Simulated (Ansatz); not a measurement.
# Y3MnN, from a guessed structure to a relaxed one

This structure for Y3MnN is made up. Its elements were placed in a known structure type with a cell scaled to their sizes. What cell does the guess relax to, and how far off was it?

Main program and level: Ansatz 0.2.0; DFT, PBEsol, plane-wave PAW, files of the set soft_1, scalar-relativistic, ferromagnetic start, cell and ions relaxed at zero pressure; PAW set soft_1, in the first sound run; inputs show where later runs differ.

### Step 1. The structure

It takes space group Pm-3m (No. 221, cubic). The conventional cell has a = 4.724 Å, b = 4.724 Å, c = 4.724 Å, α = 90.00°, β = 90.00°, γ = 90.00°. Nearest to Y lie 2 N at 2.36 Å. Nearest to Mn lie 12 Y at 3.34 Å. Nearest to N lie 6 Y at 2.36 Å. Farther neighbours and most contacts between anions are not listed.

As a file:

```
Y Mn N
1.0
     4.72400    0.00000    0.00000
     0.00000    4.72400    0.00000
     0.00000    0.00000    4.72400
Y Mn N
3 1 1
Cartesian
  2.3620 0.0000 2.3620
  0.0000 2.3620 2.3620
  2.3620 2.3620 0.0000
  0.0000 0.0000 0.0000
  2.3620 2.3620 2.3620
```

### Step 2. Relaxing cell and atoms

The guessed cell has no reason to be at equilibrium. It is relaxed with the atoms, within the space group of the guess.

Contents of input.yaml:

```yaml
crystal:
  lattice:
    - [4.724, 0.0, 0.0]
    - [0.0, 4.724, 0.0]
    - [0.0, 0.0, 4.724]
  atoms:
    - { symbol: "Y", position: [0.5, 0.0, 0.5] }
    - { symbol: "Y", position: [0.0, 0.5, 0.5] }
    - { symbol: "Y", position: [0.5, 0.5, 0.0] }
    - { symbol: Mn, position: [0.0, 0.0, 0.0], spin: 4.0 }
    - { symbol: "N", position: [0.5, 0.5, 0.5] }
magnetization:
  spin_polarized: true
kpoints:
  mp_grid: { grid: [6, 6, 6] }
scf:
  occupations: { method: fermi_dirac, width: 0.05 }
hamiltonian:
  xc: pbesol
  pseudopotentials: { kind: paw, azcp: { folder: soft_1 }, xc_functional: pbe }
relax:
  f_tol: 0.015
  max_steps: 70
  cell: {}
output:
  forces: true
  stress: true
```

Run with:

```console
ansatz run input.yaml --threads 4 --pin off --max-ram 8192MiB --backend cpu --events-out ev --progress --plain --runs-dir out
```

Numbers of over 12 decimals in the logs are rounded to 6 here.

What it wrote:

```text
Engine: ansatz 0.2.0, aarch64-unknown-linux-gnu
Pseudopotentials: kind: paw
Pseudopotential: Y, paw, valence charge 11, recommended cutoff 420 eV (normal), soft_1/Y.paw.azcp
Pseudopotential: Mn, paw, valence charge 15, recommended cutoff 420 eV (normal), soft_1/Mn.paw.azcp
Pseudopotential: N, paw, valence charge 5, recommended cutoff 420 eV (normal), soft_1/N.paw.azcp
Functional definition: PBEsol
  exchange = pbesol_x
  correlation = pbesol_c
Crystal: 5 atoms, lattice volume = 105.422 Å³
Basis set: ecut = 420 eV, 2103 PW (Γ), exchange–correlation on 64×64×64 points (8 copies of the dense FFT grid, shifted against one another)
Bands: 35, of which v1, the nominal top of the filled ones, is band 27 counted from 1 (26 counted from 0)
Symmetry: 48 space group operations
Space group: Pm-3m (ITA 221), of the structure as read, at distance tolerance 4.7e-5 Å
Magnetic group: BNS 221.92 (UNI 1594), of the structure as read, at distance tolerance 4.7e-5 Å
k-points: 20 of 216
Non-local potential: Y, projectors of the file, l = 0: 3, l = 1: 2, l = 2: 2, l = 3: 1
Non-local potential: Mn, projectors of the file, l = 0: 3, l = 1: 2, l = 2: 3, l = 3: 1
Non-local potential: N, projectors of the file, l = 0: 2, l = 1: 2, l = 2: 1
PAW form: soft (Blöchl's): semilocal exchange-correlation on the pseudo side does not see the compensation charge
PAW frozen core: Y, regenerated for the run's functional, and the local potential with it (the file was generated under x = pbe(κ = 0.804, μ = 0.219515), c = pbe(β = 0.066725))
PAW frozen core: Mn, regenerated for the run's functional, and the local potential with it (the file was generated under x = pbe(κ = 0.804, μ = 0.219515), c = pbe(β = 0.066725))
PAW frozen core: N, regenerated for the run's functional, and the local potential with it (the file was generated under x = pbe(κ = 0.804, μ = 0.219515), c = pbe(β = 0.066725))
PAW one-centre angular grid: Y, 590 points (default); XC on 64 Gauss nodes
PAW one-centre angular grid: Mn, 590 points (default); XC on 64 Gauss nodes
PAW one-centre angular grid: N, 110 points (default); XC on 64 Gauss nodes
Initial density: superposition of atomic densities (chi_scale 0.1, normalization cell, long waves kept (reshape's long-wave potential 0.01 eV rms))
Starting moments: Σ|m| = 4 μB on 1 of 5 sites
Initial wavefunctions: pseudopotential atomic-orbital guess
Functional: x = pbesol(κ = 0.804, μ = 0.123457), c = pbesol(β = 0.046)
iter 1 solved again at ethr=1.78e-3 eV; its pass at ethr=3.10e-3 eV (dr2=9.43e-1 eV) is discarded
SCF iter   1: F=—  HF=-15635.205543 eV  |F-HF|=—  |Δ(HF+E_count)|=         —  Δρ=1.63e-2 (↑1.63e-2 ↓1.58e-2)  dr2=9.46e-1  dr2_m=1.28e-2  M=3.943 μB ∫|m|=4.529 μB  β_m=0.30  ethr=1.78e-3  ⟨swp⟩=1.0  Hψ=6674  notcnv=0
Mixer restart at iter 1: flushing history
preconditioner: auto → Kerker (q_TF=auto, 2.433 Å⁻¹)  [metal: Δε(μ)=0.007 eV  Ē_g=5.199 eV  σ=0.050 eV  W_gap=0.04  n_scr=26 (ndim 8)  ℏωp=16.6 eV  f_vac=0.000  D(μ)=7.44/eV (n_scr^D=80)]
spin=Collinear: Kerker preconditioning applied to the charge; magnetization (m = ρ↑ − ρ↓) channel mixes plain (no charge-response kernel on spin).
SCF iter   2: F=—  HF=-15635.002358 eV  |F-HF|=—  |Δ(HF+E_count)|=   2.03e-1  Δρ=9.42e-3 (↑9.42e-3 ↓9.10e-3)  dr2=1.85e-1  dr2_m=2.09e-2  M=3.975 μB ∫|m|=4.590 μB  β_m=0.37  ethr=1.78e-3  ⟨swp⟩=2.0  Hψ=1940  notcnv=0
SCF iter   3: F=—  HF=-15635.056930 eV  |F-HF|=—  |Δ(HF+E_count)|=         —  Δρ=8.19e-3 (↑8.19e-3 ↓5.67e-3)  dr2=9.63e-2  dr2_m=1.59e-2  M=4.014 μB ∫|m|=4.650 μB  β_m=0.37  ethr=3.48e-4  ⟨swp⟩=2.0  Hψ=1868  notcnv=0  defer=8
Mixer restart at iter 3: flushing history
SCF iter   4: F=—  HF=-15635.103469 eV  |F-HF|=—  |Δ(HF+E_count)|=   4.65e-2  Δρ=5.46e-3 (↑5.46e-3 ↓3.77e-3)  dr2=6.63e-2  dr2_m=3.22e-3  M=3.970 μB ∫|m|=4.653 μB  β_m=0.69  ethr=1.82e-4  ⟨swp⟩=2.0  Hψ=1668  notcnv=0  defer=20
SCF iter   5: F=—  HF=-15635.161525 eV  |F-HF|=—  |Δ(HF+E_count)|=   5.81e-2  Δρ=2.40e-3 (↑1.80e-3 ↓2.40e-3)  dr2=1.54e-2  dr2_m=2.79e-3  M=3.829 μB ∫|m|=4.656 μB  β_m=0.84  ethr=1.25e-4  ⟨swp⟩=2.4  Hψ=2060  notcnv=0  defer=23
SCF iter   6: F=—  HF=-15635.159714 eV  |F-HF|=—  |Δ(HF+E_count)|=   1.81e-3  Δρ=9.68e-4 (↑9.68e-4 ↓4.07e-4)  dr2=2.23e-3  dr2_m=1.95e-4  M=3.743 μB ∫|m|=4.685 μB  β_m=0.79  ethr=2.91e-5  ⟨swp⟩=2.0  Hψ=2365  notcnv=0  defer=28
SCF iter   7: F=—  HF=-15635.159259 eV  |F-HF|=—  |Δ(HF+E_count)|=   4.55e-4  Δρ=8.61e-4 (↑7.78e-4 ↓8.61e-4)  dr2=2.17e-3  dr2_m=6.55e-5  M=3.691 μB ∫|m|=4.703 μB  β_m=0.78  ethr=4.21e-6  ⟨swp⟩=2.0  Hψ=2843  notcnv=0  defer=27
SCF iter   8: F=—  HF=-15635.159856 eV  |F-HF|=—  |Δ(HF+E_count)|=   5.98e-4  Δρ=4.49e-4 (↑3.32e-4 ↓4.49e-4)  dr2=4.37e-4  dr2_m=4.63e-5  M=3.670 μB ∫|m|=4.715 μB  β_m=0.89  ethr=4.09e-6  ⟨swp⟩=1.9  Hψ=1635  notcnv=0  defer=28
SCF iter   9: F=—  HF=-15635.160167 eV  |F-HF|=—  |Δ(HF+E_count)|=   3.11e-4  Δρ=2.48e-4 (↑2.48e-4 ↓1.83e-4)  dr2=5.07e-5  dr2_m=3.38e-5  M=3.632 μB ∫|m|=4.728 μB  β_m=0.94  ethr=8.25e-7  ⟨swp⟩=2.0  Hψ=1812  notcnv=0  defer=30
SCF iter  10: F=—  HF=-15635.160399 eV  |F-HF|=—  |Δ(HF+E_count)|=   2.32e-4  Δρ=2.13e-4 (↑1.38e-4 ↓2.13e-4)  dr2=2.51e-5  dr2_m=2.60e-5  M=3.598 μB ∫|m|=4.740 μB  β_m=0.97  ethr=9.57e-8  ⟨swp⟩=2.5  Hψ=2323  notcnv=0  defer=30
SCF iter  11: F=—  HF=-15635.160595 eV  |F-HF|=—  |Δ(HF+E_count)|=   1.96e-4  Δρ=1.30e-4 (↑6.70e-5 ↓1.30e-4)  dr2=1.77e-5  dr2_m=7.42e-6  M=3.526 μB ∫|m|=4.762 μB  β_m=0.95  ethr=4.73e-8  ⟨swp⟩=2.0  Hψ=2481  notcnv=0  defer=30
SCF iter  12: F=—  HF=-15635.160621 eV  |F-HF|=—  |Δ(HF+E_count)|=   2.56e-5  Δρ=2.83e-5 (↑1.71e-5 ↓2.83e-5)  dr2=2.29e-6  dr2_m=1.03e-7  M=3.494 μB ∫|m|=4.772 μB  β_m=0.98  ethr=3.34e-8  ⟨swp⟩=2.0  Hψ=2245  notcnv=0  defer=30
SCF iter  13: F=—  HF=-15635.160621 eV  |F-HF|=—  |Δ(HF+E_count)|=   4.57e-7  Δρ=3.80e-6 (↑3.80e-6 ↓3.43e-6)  dr2=2.12e-8  dr2_m=1.07e-8  M=3.490 μB ∫|m|=4.773 μB  β_m=0.99  ethr=4.32e-9  ⟨swp⟩=2.0  Hψ=1800  notcnv=0  defer=30
SCF iter  14: F=-15635.160621 eV  HF=-15635.160621 eV  |F-HF|=1.92e-8  |Δ(HF+E_count)|=   2.82e-8  Δρ=2.83e-6 (↑1.53e-6 ↓2.83e-6)  dr2=2.21e-8  dr2_m=9.56e-10  M=3.489 μB ∫|m|=4.774 μB  ethr=4.00e-11  ⟨swp⟩=1.9  Hψ=4290  notcnv=0
SCF 1 converged in 14 iterations: F = -15635.160621 eV  dr2 = 2.21e-8
  greatest PAW one-centre occupation: 1.000 electrons in one spin orbital (limit 2), on the Mn atom at site 3 (counted from 0), in its partial waves of l = 0
[...]
SCF iter   2: F=—  HF=-15635.161224 eV  |F-HF|=—  |Δ(HF+E_count)|=   5.19e-5  Δρ=1.43e-4 (↑1.25e-4 ↓1.43e-4)  dr2=5.82e-5  dr2_m=1.41e-6  M=3.589 μB ∫|m|=4.770 μB  β_m=0.42  ethr=4.38e-7  ⟨swp⟩=2.0  Hψ=1829  notcnv=0
SCF iter   3: F=—  HF=-15635.161218 eV  |F-HF|=—  |Δ(HF+E_count)|=   5.40e-6  Δρ=8.76e-5 (↑8.51e-5 ↓8.76e-5)  dr2=3.57e-6  dr2_m=6.80e-6  M=3.587 μB ∫|m|=4.769 μB  β_m=0.67  ethr=1.10e-7  ⟨swp⟩=2.0  Hψ=1797  notcnv=0
SCF iter   4: F=—  HF=-15635.161227 eV  |F-HF|=—  |Δ(HF+E_count)|=   8.82e-6  Δρ=5.23e-5 (↑3.51e-5 ↓5.23e-5)  dr2=1.39e-6  dr2_m=1.76e-6  M=3.581 μB ∫|m|=4.770 μB  β_m=0.83  ethr=6.74e-9  ⟨swp⟩=2.5  Hψ=2559  notcnv=0
SCF iter   5: F=—  HF=-15635.161236 eV  |F-HF|=—  |Δ(HF+E_count)|=   8.58e-6  Δρ=3.34e-5 (↑3.34e-5 ↓3.12e-5)  dr2=2.93e-7  dr2_m=9.65e-7  M=3.573 μB ∫|m|=4.771 μB  β_m=0.92  ethr=2.63e-9  ⟨swp⟩=2.0  Hψ=2513  notcnv=0
SCF iter   6: F=—  HF=-15635.161239 eV  |F-HF|=—  |Δ(HF+E_count)|=   2.92e-6  Δρ=1.50e-5 (↑1.50e-5 ↓1.01e-5)  dr2=1.26e-7  dr2_m=1.20e-7  M=3.566 μB ∫|m|=4.772 μB  β_m=0.96  ethr=5.53e-10  ⟨swp⟩=2.3  Hψ=2577  notcnv=0
SCF iter   7: F=—  HF=-15635.161239 eV  |F-HF|=—  |Δ(HF+E_count)|=   5.40e-7  Δρ=1.30e-5 (↑1.30e-5 ↓1.00e-5)  dr2=1.58e-7  dr2_m=9.22e-8  M=3.564 μB ∫|m|=4.773 μB  β_m=0.98  ethr=2.38e-10  ⟨swp⟩=2.0  Hψ=2514  notcnv=0
SCF iter   8: F=-15635.161239 eV  HF=-15635.161239 eV  |F-HF|=3.84e-8  |Δ(HF+E_count)|=   3.25e-7  Δρ=8.91e-6 (↑7.19e-6 ↓8.91e-6)  dr2=6.90e-8  dr2_m=4.78e-8  M=3.562 μB ∫|m|=4.774 μB  ethr=2.38e-10  ⟨swp⟩=2.0  Hψ=4613  notcnv=0
SCF 3 converged in 8 iterations: F = -15635.161239 eV  dr2 = 6.90e-8
relax step   3: F+E_penalty+E_count = -15635.16123945 eV  Δ(F+E_penalty+E_count) = -5.160e-4 eV  max|allowed force component| = 3.208e-30 eV/Å  Δτ_max = 0.0000 Å  P = -0.000 GPa  Ω = 106.056 Å³  energy of the carried Pulay correction = -2.972e-4 eV  (8 SCF iters, dr2 threshold 1.95e-7 eV, accepted)
Initial wavefunctions: pseudopotential atomic-orbital guess (no wavefunctions were taken with the density)
iter 1 solved again at ethr=3.07e-8 eV; its pass at ethr=3.10e-3 eV (dr2=1.63e-5 eV) is discarded
SCF iter   1: F=—  HF=-15635.161606 eV  |F-HF|=—  |Δ(HF+E_count)|=         —  Δρ=1.40e-5 (↑1.16e-5 ↓1.40e-5)  dr2=5.45e-8  dr2_m=4.45e-8  M=3.562 μB ∫|m|=4.774 μB  β_m=0.65  ethr=3.07e-8  ⟨swp⟩=3.4  Hψ=8896  notcnv=0
preconditioner: auto → Kerker (q_TF=auto, 1.990 Å⁻¹)  [metal: Δε(μ)=0.002 eV  Ē_g=5.151 eV  σ=0.050 eV  W_gap=0.01  n_scr=18 (ndim 8)  ℏωp=16.5 eV  f_vac=0.000  D(μ)=7.77/eV (n_scr^D=80)]
spin=Collinear: Kerker preconditioning applied to the charge; magnetization (m = ρ↑ − ρ↓) channel mixes plain (no charge-response kernel on spin).
SCF iter   2: F=—  HF=-15635.161605 eV  |F-HF|=—  |Δ(HF+E_count)|=   7.06e-7  Δρ=8.21e-6 (↑7.00e-6 ↓8.21e-6)  dr2=2.14e-8  dr2_m=3.85e-8  M=3.562 μB ∫|m|=4.774 μB  β_m=0.65  ethr=1.03e-10  ⟨swp⟩=2.1  Hψ=2400  notcnv=0
SCF iter   3: F=—  HF=-15635.161606 eV  |F-HF|=—  |Δ(HF+E_count)|=   1.37e-7  Δρ=5.63e-6 (↑5.52e-6 ↓5.63e-6)  dr2=5.91e-9  dr2_m=2.65e-8  M=3.561 μB ∫|m|=4.774 μB  β_m=0.82  ethr=4.03e-11  ⟨swp⟩=2.0  Hψ=1831  notcnv=0
SCF iter   4: F=—  HF=-15635.161606 eV  |F-HF|=—  |Δ(HF+E_count)|=   1.78e-7  Δρ=4.11e-6 (↑3.75e-6 ↓4.11e-6)  dr2=1.34e-9  dr2_m=1.42e-8  M=3.560 μB ∫|m|=4.775 μB  β_m=0.91  ethr=1.12e-11  ⟨swp⟩=2.2  Hψ=2450  notcnv=0
SCF iter   5: F=—  HF=-15635.161606 eV  |F-HF|=—  |Δ(HF+E_count)|=   1.71e-7  Δρ=1.95e-6 (↑1.95e-6 ↓1.77e-6)  dr2=1.45e-9  dr2_m=3.10e-9  M=3.557 μB ∫|m|=4.776 μB  β_m=0.96  ethr=2.53e-12  ⟨swp⟩=3.0  Hψ=3341  notcnv=0
SCF iter   6: F=—  HF=-15635.161606 eV  |F-HF|=—  |Δ(HF+E_count)|=   5.47e-8  Δρ=1.53e-6 (↑6.44e-7 ↓1.53e-6)  dr2=3.19e-9  dr2_m=9.91e-10  M=3.557 μB ∫|m|=4.776 μB  β_m=0.98  ethr=2.53e-12  ⟨swp⟩=2.0  Hψ=2412  notcnv=0
SCF iter   7: F=—  HF=-15635.161606 eV  |F-HF|=—  |Δ(HF+E_count)|=   6.42e-9  Δρ=1.52e-6 (↑1.52e-6 ↓1.10e-6)  dr2=6.57e-10  dr2_m=1.52e-9  M=3.557 μB ∫|m|=4.776 μB  β_m=0.99  ethr=2.53e-12  ⟨swp⟩=2.0  Hψ=2510  notcnv=0
SCF iter   8: F=—  HF=-15635.161606 eV  |F-HF|=—  |Δ(HF+E_count)|=   1.30e-9  Δρ=4.80e-7 (↑4.80e-7 ↓4.77e-7)  dr2=8.92e-10  dr2_m=8.21e-12  M=3.557 μB ∫|m|=4.776 μB  β_m=0.99  ethr=1.24e-12  ⟨swp⟩=2.6  Hψ=2669  notcnv=0
SCF iter   9: F=—  HF=-15635.161606 eV  |F-HF|=—  |Δ(HF+E_count)|=   1.69e-9  Δρ=3.64e-8 (↑1.18e-8 ↓3.64e-8)  dr2=2.56e-12  dr2_m=3.17e-13  M=3.557 μB ∫|m|=4.776 μB  β_m=0.98  ethr=1.24e-12  ⟨swp⟩=2.0  Hψ=2513  notcnv=0
SCF iter  10: F=-15635.161606 eV  HF=-15635.161606 eV  |F-HF|=1.09e-11  |Δ(HF+E_count)|=  1.09e-11  Δρ=4.72e-8 (↑9.25e-9 ↓4.72e-8)  dr2=4.40e-12  dr2_m=3.99e-13  M=3.557 μB ∫|m|=4.776 μB  ethr=1.00e-12  ⟨swp⟩=2.0  Hψ=3294  notcnv=0
SCF 4 converged in 10 iterations: F = -15635.161606 eV  dr2 = 4.40e-12
relax step   4: F+E_penalty+E_count = -15635.16160591 eV  Δ(F+E_penalty+E_count) = -3.665e-4 eV  max|allowed force component| = 4.418e-30 eV/Å  Δτ_max = 0.0000 Å  P = +0.001 GPa  Ω = 106.056 Å³  stress off target by 9.75e-4 GPa  SCF on the basis re-selected at this cell (its energy is not comparable with the rows above)  (10 SCF iters)
basis re-selected at this cell: Δ(F+E_penalty+E_count) = -3.665e-4 eV, ΔP = +0.001 GPa vs the last step (what re-selecting the basis moved, of the pressure what is left beyond the Pulay correction that the steps carried, after the strain that the cell walked since its last selection, with what the two solves' SCF thresholds leave and, on support functions, any second-order correction that the steps lacked; it is no m [...]
SCF converged after 10 iterations
Magnetization: 3.5567 μB (28.2783 up, 24.7217 down)
Absolute magnetization: 4.7758 μB (∫|ρ↑−ρ↓|, with the PAW one-centre terms)
Spin contamination: 0.6610 ħ² per cell (⟨S²⟩ above its minimum at these occupations)
Per-site moments (μB) at R_I (Å): [(-0.061340, 0.976276), (-0.061340, 0.976276), (-0.061340, 0.976276), (4.040391, 1.380663), (0.010975, 0.976276)]
Free energy (F): -15635.161606 eV
Harris-Foulkes:  -15635.161606 eV  (|F-HF|=1.09e-11)
Internal energy: -15635.100411 eV  (E = F + TS)
E sigma→0 (E₀):  -15635.131009 eV
Entropy (-TS):   -0.061195 eV (-12.239 meV/atom)
Fermi energy:    11.284214 eV
--- Per-component energies (eV) ---
  E_band       = -567.101437
  E_kinetic    = 1394.019437
  E_local      = -4378.020675  (includes V_loc(G=0)·N_el)
  E_nonlocal   = 581.040255
  E_hartree    = 1575.960269
  E_xc         = -699.433221
  E_vxc        = -829.463168  (∫ρ·V_xc dr)
  E_paw        = -9712.235480  (= ΣΔE_a)
  E_vpaw       = -486.598932  (= ΣTr[D̂ρ^β])
  E_aug_tail   = 0.000993  (compensation charges beyond the density's cutoff)
  E_ewald      = -4397.076059
  E_core_change = 0.644069  (= ΣΔE_core)
  E_smearing   = -0.061195  (= −TS)
  E_closure    = 0.000000  (closes the sum)
  Σ components = -15635.161606   (vs F -15635.161606, Δ=0.00e0)
--- Forces (eV/Å), atoms counted from 1 ---
  atom   1  Y     -0.00000000     0.00000000    -0.00000000
  atom   2  Y     -0.00000000    -0.00000000    -0.00000000
  atom   3  Y     -0.00000000    -0.00000000     0.00000000
  atom   4  Mn    -0.00000000    -0.00000000     0.00000000
  atom   5  N      0.00000000     0.00000000    -0.00000000
  max |Σ_I F_I| component: 9.47e-30 eV/Å
--- Stress (GPa, compression-positive) ---
        0.000975      -0.000000      -0.000000
       -0.000000       0.000975       0.000000
       -0.000000       0.000000       0.000975
  P = ⅓ Tr σ = 0.0010 GPa (0.010 kbar)
--- Relaxed structure (3 steps of the walk, 3 accepted, 1 SCFs on fresh bases) ---
  F+E_penalty+E_count = -15635.16160591 eV   max|allowed force component| = 4.418e-30 eV/Å   (the final SCF, on the basis selected at the relaxed cell)
  cell:  # Å, volume = 106.0562 Å³
    - [4.733459, 0, 0]
    - [0, 4.733459, 0.0]
    - [0, 0.0, 4.733459]
  atoms:
    - { symbol: Y, position: [0.5, 0, 0.5] }
    - { symbol: Y, position: [0, 0.5, 0.5] }
    - { symbol: Y, position: [0.5, 0.5, 0] }
    - { symbol: Mn, position: [0, 0, 0] }
    - { symbol: N, position: [0.5, 0.5, 0.5] }
```

It took 14 s on 4 threads of Arm Neoverse V1, shared host; peak memory 0.5 GiB.

The steps of the relaxation:

| step | energy less that of the first step (eV) | largest force component (eV/Å) | pressure (GPa) | volume (Å³) |
| --- | --- | --- | --- | --- |
| 1 | 0.0000 | 0.0000 | 0.47 | 105.42 |
| 2 | -0.0001 | 0.0000 | -0.28 | 106.44 |
| 3 | -0.0006 | 0.0000 | 0.00 | 106.06 |
| 4* | -0.0010 | 0.0000 | 0.00 | 106.06 |

Relaxation steps marked * repeat the geometry before them on a plane-wave basis chosen anew for their cell, so energy and pressure can jump there.

The run keeps the 48 symmetry operations that it works with, so distortions that break them were not tested.

| conventional cell, symmetrised | before | after | change |
| --- | --- | --- | --- |
| a (Å) | 4.724 | 4.733 | +0.2 % |
| b (Å) | 4.724 | 4.733 | +0.2 % |
| c (Å) | 4.724 | 4.733 | +0.2 % |
| volume (Å³/atom) | 21.08 | 21.21 | +0.6 % |

The relaxed structure:

```cif
data_structure
_symmetry_space_group_name_H-M 'P 1'
_symmetry_Int_Tables_number 1
_cell_length_a 4.7335
_cell_length_b 4.7335
_cell_length_c 4.7335
_cell_angle_alpha 90.000
_cell_angle_beta 90.000
_cell_angle_gamma 90.000
_cell_volume 106.06
loop_
_atom_site_label
_atom_site_type_symbol
_atom_site_fract_x
_atom_site_fract_y
_atom_site_fract_z
_atom_site_occupancy
Y1 Y 0.50000 0.00000 0.50000 1
Y2 Y 0.00000 0.50000 0.50000 1
Y3 Y 0.50000 0.50000 0.00000 1
Mn4 Mn 0.00000 0.00000 0.00000 1
N5 N 0.50000 0.50000 0.50000 1
```

This step gave:

- free energy: -15635.1616 eV
- energy at zero smearing: -15635.1310 eV
- smearing term TS: 0.06119 eV
- Fermi energy: 11.28 eV
- magnetization: 3.557 μB
- absolute magnetization: 4.776 μB
- site moments: -0.06134, -0.06134, -0.06134, 4.040, 0.01097 μB
- electrons: 53
- symmetry operations: 48
- pressure: 9.75e-4 GPa

Site moment by atom:

| atom | site moment (μB) |
| --- | --- |
| Y1 | -0.06 |
| Y2 | -0.06 |
| Y3 | -0.06 |
| Mn4 | 4.04 |
| N5 | 0.01 |

Shortest distances by pair of elements, guess and relaxed (not always the same contact):

```csv
pair,guess (Å),relaxed (Å)
N–Y,2.362,2.367
Y–Y,3.340,3.347
Mn–Y,3.340,3.347
Mn–N,4.091,4.099
Mn–Mn,4.724,4.733
```

The cell grew by 0.6 % in volume.

[end of part 1 of 2]

[Logs are printed without paths, hosts, clocks, repeated set-up lines and the standing remarks that a program may print on its own settings, such as how far it seeks lower states.]

[Hosts, paths, dates, database ids (printed as entryN), source tags and the programs' standing remarks are cut or masked in the printed files.]
